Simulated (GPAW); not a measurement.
## A Ag chain with one Pd atom in line: transmission at several levels

Aim: T(E), conductance and thermopower of a Ag chain with one Pd atom in line, and what cheaper settings cost in accuracy.

Program: GPAW 26.7.0. Level of theory: GPAW LCAO, PAW setups; Landauer transmission from Green's functions with principal layers (ASE), zero bias. Results are calculated unless marked as measured.

Most raw output is cut from this account.

## Step 1: Starting point

The cell holds 13 atoms: 12 Ag and 1 Pd. Cell: a = 9.000 Å, b = 9.000 Å, c = 34.371 Å, α = 90.0°, β = 90.0°, γ = 90.0°. Regions: left lead, 6 atoms (6 Ag); channel, 1 atom (1 Pd); right lead, 6 atoms (6 Ag). Vacuum lies along a and b. The structure is stacked along c, and the current runs across the ab planes.

## Step 2: GPAW, dzp

Localised orbitals split the wire into layers that couple to their neighbours alone, which is what the Green's function method needs; double zeta with polarisation is the usual level for numbers.

run.py

```python
import json
import numpy as np
from ase import Atoms
from ase.transport.calculators import TransportCalculator
from gpaw import GPAW, FermiDirac
from gpaw.lcao.tools import get_lcao_hamiltonian
from scipy.linalg import eigh

# The junction with lead layers at both ends, along the third cell vector
device = Atoms(
    ['Ag', 'Ag', 'Ag', 'Ag', 'Ag', 'Ag', 'Pd', 'Ag', 'Ag', 'Ag', 'Ag', 'Ag', 'Ag'],
    positions=[
        [4.50000, 4.50000, 1.33000],
        [4.50000, 4.50000, 3.99000],
        [4.50000, 4.50000, 6.65000],
        [4.50000, 4.50000, 9.31000],
        [4.50000, 4.50000, 11.97000],
        [4.50000, 4.50000, 14.63000],
        [4.50000, 4.50000, 17.18570],
        [4.50000, 4.50000, 19.74140],
        [4.50000, 4.50000, 22.40140],
        [4.50000, 4.50000, 25.06140],
        [4.50000, 4.50000, 27.72140],
        [4.50000, 4.50000, 30.38140],
        [4.50000, 4.50000, 33.04140]],
    cell=[[9.0, 0.0, 0.0], [0.0, 9.0, 0.0], [0.0, 0.0, 34.3714]],
    pbc=True)

# One principal layer of the lead: the first 4 atoms of the device
lead = Atoms(
    ['Ag', 'Ag', 'Ag', 'Ag'],
    positions=[
        [4.50000, 4.50000, 1.33000],
        [4.50000, 4.50000, 3.99000],
        [4.50000, 4.50000, 6.65000],
        [4.50000, 4.50000, 9.31000]],
    cell=[[9.0, 0.0, 0.0], [0.0, 9.0, 0.0], [0.0, 0.0, 10.64]],
    pbc=True)

settings = dict(mode='lcao', basis='dzp', xc='PBE', h=0.2,
                occupations=FermiDirac(0.1), maxiter=250,
                mixer=dict(beta=0.1, nmaxold=8, weight=100.0),
                convergence=dict(density=0.0001))
energies = np.arange(-2, 2 + 1e-9, 0.05)
eta = 0.0001
n1, n2 = 1, 1
# k and -k transmit alike, so half of the mesh across the current serves
mesh = [(i, j) for i in range(n1) for j in range(n2) if (i, j) <= (-i % n1, -j % n2)]
weights = np.array([1 if (i, j) == (-i % n1, -j % n2) else 2 for i, j in mesh]) / (n1 * n2)

# [... helper functions left out ...]
fermi_lead = ground_state(lead, (1, 1, 11), 'lead.txt')
fermi_device = ground_state(device, (1, 1, 3), 'device.txt')
# [... loop over the mesh left out, but for ...]
        # Shift the lead onto the potential of the device's first layer
        shift = ((H[:, 0, 0] - H0[:, 0, 0]) / S0[0, 0]).real.mean()
# [...]
kT = 8.617333e-5 * 77
bias = [0.1, 0.2, 0.5, 1.0, 1.5, 2.0]
# [... integrals and printing left out ...]
```

Launch:

```
OMP_NUM_THREADS=1 OPENBLAS_NUM_THREADS=1 python run.py
```

Run time: 2.9 min. Hardware: 1 thread of Arm Neoverse N1, shared host; peak memory 1.3 GiB.

This step gave:

| Quantity | Value |
| --- | --- |
| conductance | 0.4428 G₀ |
| thermopower | -9.160 μV/K |
| largest coupling past the next principal layer | 3.56e-5 eV |
| largest misfit of the first principal layer | 0.03003 eV |
| shift that aligns the lead | 0.001639 eV |
| basis functions of the junction | 351 |
| basis functions of a principal layer | 108 |
| transmission at the Fermi level (one spin) | 0.4463 |
| open channels of the lead at the Fermi level (one spin) | 1 |

One spin. Table of transmission, zone mean by energy, zero at the Fermi level:

```
energy (eV)  transmission, zone mean
     -2.000                    0.832
     -1.800                    0.411
     -1.600                  0.00361
     -1.400                   6.8e-8
     -1.200                   7.5e-8
     -1.000                    0.986
     -0.800                    0.679
     -0.600                    0.478
     -0.400                    0.186
     -0.200                   0.0185
      0.000                    0.446
      0.200                    0.724
      0.400                    0.840
      0.600                    0.904
      0.800                    0.942
      1.000                    0.965
      1.200                    0.977
      1.400                    0.983
      1.600                    0.988
      1.800                    0.991
      2.000                    0.995
```

Crossings of the lead's bands, unfolded to its shortest repeat. Open channels, zone mean against energy, zero at the Fermi level:

```csv
energy (eV),"open channels, zone mean"
-2.00,3
-1.90,3
-1.80,3
-1.70,1
-1.55,0
-1.45,0
-1.35,0
-1.25,0
-1.15,0
-1.05,1
-0.90,1
-0.80,1
-0.70,1
-0.60,1
-0.50,1
-0.40,1
-0.25,1
-0.15,1
-0.05,1
0.00,1
0.05,1
0.15,1
0.25,1
0.40,1
0.50,1
0.60,1
0.70,1
0.80,1
0.90,1
1.05,1
1.15,1
1.25,1
1.35,1
1.45,1
1.55,1
1.70,1
1.80,1
1.90,1
2.00,1
```

Not self-consistent under bias; the bias window is split evenly. The current through one cell, from the zero-bias transmission by bias:

| bias (V) | current through one cell, from the zero-bias transmission (μA) |
| --- | --- |
| 0.100 | 3.40 |
| 0.200 | 6.66 |
| 0.500 | 15.5 |
| 1.000 | 34.4 |
| 1.500 | 61.7 |
| 2.000 | 95.3 |

The transmission of the three most open eigenchannels by energy, zero at the Fermi level:

```
energy (eV)  channel 1  channel 2  channel 3
     -2.000      0.456      0.188      0.188
     -1.800      0.336     0.0375     0.0375
     -1.600    0.00361     6.5e-8    2.8e-12
     -1.400     6.8e-8    2.5e-12          0
     -1.200     7.5e-8          0          0
     -1.000      0.986     1.4e-9    4.2e-10
     -0.800      0.679     4.6e-8    2.8e-12
     -0.600      0.478     5.3e-8    3.2e-12
     -0.400      0.186     5.5e-8    3.3e-12
     -0.200     0.0185     7.0e-8    3.3e-12
      0.000      0.446     6.3e-8    3.3e-12
      0.200      0.724     6.4e-8    3.3e-12
      0.400      0.840     6.5e-8    3.4e-12
      0.600      0.904     6.6e-8    3.4e-12
      0.800      0.942     6.6e-8    3.4e-12
      1.000      0.965     6.7e-8    3.4e-12
      1.200      0.977     6.8e-8    3.4e-12
      1.400      0.983     6.8e-8    3.4e-12
      1.600      0.988     6.9e-8    3.4e-12
      1.800      0.991     6.9e-8    3.4e-12
      2.000      0.995     6.9e-8    3.4e-12
```

Couplings past the next layer reach 3.6e-5 eV, small enough to drop; the matrix elements of the cell's first layer differ from the bulk lead's by up to 0.030 eV. That layer keeps its own values in the calculation, and only beyond it is the lead taken as perfect. The Fermi levels of lead and junction count from different zeros of potential, one for each periodic cell; with both set to zero, the small remaining shift is what aligns them. By hand: G = 0.4428 × 77.48 μS = 34.3 μS, a resistance of 29.1 kΩ; at 0.1 V a linear junction would pass 3.43 μA, and the integral over the bias window gives 3.40 μA. Mott's formula, S = -(π²/3)(k_B²T/e) d ln T/dE, has the prefactor 1.88 μV/K·eV at 77 K; T = 0.3312 at -0.05 eV and 0.5421 at 0.05 eV give a slope of 4.93 per eV and S = -9.27 μV/K, beside -9.16 μV/K from the thermal integral, which interpolates the same grid.

## Step 3: GPAW, szp: basis = "szp(dzp)"

One radial function a shell plus polarisation makes the matrices smaller; the question is what that costs.

Changes to run.py since step 2:

```diff
@@ -39,3 +39,3 @@
 
-settings = dict(mode='lcao', basis='dzp', xc='PBE', h=0.2,
+settings = dict(mode='lcao', basis='szp(dzp)', xc='PBE', h=0.2,
                 occupations=FermiDirac(0.1), maxiter=250,
```

Wall time 1.7 min (1 thread); peak memory 1.2 GiB.

This step gave:

```yaml
conductance: 0.4019 G₀
thermopower: -8.678 μV/K
largest_misfit_of_the_first_principal_layer: 0.03577 eV
shift_that_aligns_the_lead: 3.88e-4 eV
basis_functions_of_the_junction: 195
basis_functions_of_a_principal_layer: 60
transmission_at_the_fermi_level_one_spin: 0.4044
```

One spin. Transmission, zone mean against energy, zero at the Fermi level:

```
energy (eV)  transmission, zone mean
     -2.000                     1.01
     -1.800                    0.571
     -1.600                   0.0594
     -1.400                   1.1e-7
     -1.200                   1.2e-7
     -1.000                    0.596
     -0.950                    0.991
     -0.800                    0.614
     -0.600                    0.324
     -0.400                   0.0782
     -0.200                   0.0411
      0.000                    0.404
      0.200                    0.669
      0.400                    0.798
      0.600                    0.877
      0.800                    0.927
      1.000                    0.957
      1.200                    0.972
      1.400                    0.980
      1.600                    0.986
      1.800                    0.990
      2.000                    0.994
```

Crossings of the lead's bands, unfolded to its shortest repeat. Table of open channels, zone mean by energy, zero at the Fermi level:

energy (eV), open channels, zone mean and a bar:
```
    -2.00       3.00 ##############################
    -1.85       3.00 ##############################
    -1.70       1.00 ##########
    -1.60       1.00 ##########
    -1.45       0.00 
    -1.30       0.00 
    -1.15       0.00 
    -1.05       1.00 ##########
    -0.90       1.00 ##########
    -0.75       1.00 ##########
    -0.60       1.00 ##########
    -0.50       1.00 ##########
    -0.35       1.00 ##########
    -0.20       1.00 ##########
    -0.05       1.00 ##########
     0.00       1.00 ##########
     0.05       1.00 ##########
     0.20       1.00 ##########
     0.35       1.00 ##########
     0.50       1.00 ##########
     0.60       1.00 ##########
     0.75       1.00 ##########
     0.90       1.00 ##########
     1.05       1.00 ##########
     1.15       1.00 ##########
     1.30       1.00 ##########
     1.45       1.00 ##########
     1.60       1.00 ##########
     1.70       1.00 ##########
     1.85       1.00 ##########
     2.00       1.00 ##########
```

Not self-consistent under bias; the bias window is split evenly. The current through one cell, from the zero-bias transmission by bias:

| bias (V) | current through one cell, from the zero-bias transmission (μA) |
| --- | --- |
| 0.100 | 3.09 |
| 0.200 | 6.10 |
| 0.500 | 14.5 |
| 1.000 | 31.0 |
| 1.500 | 55.0 |
| 2.000 | 87.6 |

The transmission of the three most open eigenchannels by energy, zero at the Fermi level:

```csv
energy (eV),channel 1,channel 2,channel 3
-2.000,0.523,0.242,0.242
-1.800,0.398,0.0869,0.0869
-1.600,0.0594,1.0e-7,0
-1.400,1.1e-7,0,0
-1.200,1.2e-7,0,0
-1.000,0.596,5.0e-8,0
-0.800,0.614,8.8e-8,0
-0.600,0.324,9.2e-8,0
-0.400,0.0782,8.9e-8,0
-0.200,0.0411,1.2e-7,0
0.000,0.404,1.1e-7,0
0.200,0.669,1.1e-7,0
0.400,0.798,1.1e-7,0
0.600,0.877,1.1e-7,0
0.800,0.927,1.1e-7,0
1.000,0.957,1.2e-7,0
1.200,0.972,1.2e-7,0
1.400,0.980,1.2e-7,0
1.600,0.986,1.2e-7,0
1.800,0.990,1.2e-7,0
2.000,0.994,1.3e-7,0
```

The conductance, 0.402 G₀, lies 9.2 % below that of the dzp run.

## Step 4: GPAW, sz: basis = "sz(dzp)"

The minimal basis is the cheapest rung: no second zeta and no polarisation.

Changes to run.py since step 3:

```diff
@@ -39,3 +39,3 @@
 
-settings = dict(mode='lcao', basis='szp(dzp)', xc='PBE', h=0.2,
+settings = dict(mode='lcao', basis='sz(dzp)', xc='PBE', h=0.2,
                 occupations=FermiDirac(0.1), maxiter=250,
```

The job ended after 84 s (1 thread; peak memory 1.2 GiB).

This step gave:

- conductance: 0.4411 G₀
- thermopower: -8.717 μV/K
- largest coupling past the next principal layer: 3.59e-5 eV
- largest misfit of the first principal layer: 0.02064 eV
- shift that aligns the lead: -0.001069 eV
- basis functions of the junction: 156
- basis functions of a principal layer: 48
- transmission at the Fermi level (one spin): 0.4442

One spin. The transmission, zone mean by energy, zero at the Fermi level:

energy (eV), transmission, zone mean and a bar:
```
    -2.00       1.33 ##############################
    -1.90       1.24 ############################
    -1.80       1.10 #########################
    -1.70       0.90 ####################
    -1.55       0.34 ########
    -1.45       0.13 ###
    -1.35       0.00 
    -1.25       0.00 
    -1.15       0.00 
    -1.05       0.00 
    -0.90       0.98 ######################
    -0.80       0.86 ###################
    -0.70       0.67 ###############
    -0.60       0.50 ###########
    -0.50       0.33 #######
    -0.40       0.16 ####
    -0.25       0.00 
    -0.15       0.11 ##
    -0.05       0.34 ########
     0.00       0.44 ##########
     0.05       0.54 ############
     0.15       0.67 ###############
     0.25       0.75 #################
     0.40       0.83 ###################
     0.50       0.87 ####################
     0.60       0.90 ####################
     0.70       0.92 #####################
     0.80       0.94 #####################
     0.90       0.95 #####################
     1.05       0.96 ######################
     1.15       0.97 ######################
     1.25       0.98 ######################
     1.35       0.98 ######################
     1.45       0.98 ######################
     1.55       0.98 ######################
     1.70       0.99 ######################
     1.80       0.99 ######################
     1.90       0.99 ######################
     2.00       0.99 ######################
```

The conductance, 0.441 G₀, lies 0.4 % below that of the dzp run.

## Step 5: LDA in the dzp basis: xc = "LDA"

Back in the dzp basis, the functional changes from PBE to LDA, to set the spread between functionals beside that between bases.

Changes to run.py since step 4:

```diff
@@ -39,3 +39,3 @@
 
-settings = dict(mode='lcao', basis='sz(dzp)', xc='PBE', h=0.2,
+settings = dict(mode='lcao', basis='dzp', xc='LDA', h=0.2,
                 occupations=FermiDirac(0.1), maxiter=250,
```

The job ended after 2.6 min (1 thread; peak memory 1.3 GiB).

Numbers from this step:

```
conductance                                    : 0.4685 G₀
thermopower                                    : -8.606 μV/K
largest coupling past the next principal layer : 3.39e-5 eV
largest misfit of the first principal layer    : 0.02757 eV
shift that aligns the lead                     : 0.001664 eV
basis functions of the junction                : 351
basis functions of a principal layer           : 108
transmission at the Fermi level (one spin)     : 0.4720
```

One spin. Transmission, zone mean against energy, zero at the Fermi level:

energy (eV), transmission, zone mean and a bar:
```
    -2.00      0.991 ##############################
    -1.90      0.900 ###########################
    -1.80      0.759 #######################
    -1.70      0.530 ################
    -1.55      0.180 #####
    -1.45      0.000 
    -1.35      0.000 
    -1.25      0.000 
    -1.15      0.000 
    -1.05      0.000 
    -0.95      0.979 ##############################
    -0.90      0.876 ##########################
    -0.80      0.717 ######################
    -0.70      0.615 ###################
    -0.60      0.508 ###############
    -0.50      0.369 ###########
    -0.40      0.197 ######
    -0.25      0.001 
    -0.15      0.106 ###
    -0.05      0.356 ###########
     0.00      0.472 ##############
     0.05      0.566 #################
     0.15      0.697 #####################
     0.25      0.776 #######################
     0.40      0.850 ##########################
     0.50      0.884 ###########################
     0.60      0.911 ###########################
     0.70      0.931 ############################
     0.80      0.947 #############################
     0.90      0.959 #############################
     1.05      0.971 #############################
     1.15      0.976 #############################
     1.25      0.980 ##############################
     1.35      0.983 ##############################
     1.45      0.985 ##############################
     1.55      0.988 ##############################
     1.70      0.990 ##############################
     1.80      0.992 ##############################
     1.90      0.994 ##############################
     2.00      0.995 ##############################
```

The conductance, 0.468 G₀, lies 5.8 % above that of the dzp run.

## Step 6: The ladder

Times are for 1 thread of Arm Neoverse N1, shared host. The series side by side:

```
no.      run  conductance (G₀)     time  memory (GiB)
  1      dzp            0.4428  2.9 min           1.3
  2      szp            0.4019  1.7 min           1.2
  3       sz            0.4411     84 s           1.2
  4  dzp LDA            0.4685  2.6 min           1.3
```

## Step 7: Comparison

The curves are compared point by point over the common energies.

This step: comparison of transmission and cost over codes and levels (GPAW 26.7.0).

Ladder, by row:

```csv
step,code,T at the Fermi level (sum over the listed spins),conductance (G0),r.m.s. T(E) from the first,wall time (s),peak memory (GiB),threads
dzp,GPAW,0.4463,0.4428,0,171.6,1.3,1
szp,GPAW,0.4044,0.4019,0.07885,102.8,1.25,1
sz,GPAW,0.4442,0.4411,0.2312,83.58,1.2,1
dzp-LDA,GPAW,0.472,0.4685,0.09546,153.4,1.31,1
```

The transmission, zone mean, sum over the listed spins by energy, zero at the Fermi level:

```
energy (eV)      dzp      szp       sz  dzp-LDA
    -2.0000    0.832     1.01     1.33    0.991
    -1.7500    0.288    0.348     1.02    0.659
    -1.5000   6.6e-8   1.0e-7    0.248   0.0776
    -1.2500   7.3e-8   1.1e-7  2.1e-11   7.1e-8
    -1.0000    0.986    0.596    0.190    0.823
    -0.9500    0.918    0.991    0.675    0.979
    -0.9000    0.813    0.886    0.975    0.876
    -0.7500    0.630    0.526    0.762    0.664
    -0.5000    0.346    0.197    0.329    0.369
    -0.2500  0.00114  0.00463   7.8e-5   6.9e-4
     0.0000    0.446    0.404    0.444    0.472
     0.2500    0.762    0.709    0.753    0.776
     0.5000    0.876    0.842    0.868    0.884
     0.7500    0.935    0.917    0.929    0.940
     1.0000    0.965    0.957    0.961    0.967
     1.2500    0.979    0.975    0.976    0.980
     1.5000    0.986    0.983    0.983    0.987
     1.7500    0.990    0.989    0.988    0.991
     2.0000    0.995    0.994    0.993    0.995
```

[end of part 1 of 2]

[Logs are printed without paths, hosts, clocks, repeated set-up lines and the standing remarks that a program may print on its own settings, such as how far it seeks lower states.]

[Hosts, paths, dates, database ids (printed as entryN), source tags and the programs' standing remarks are cut or masked in the printed files.]
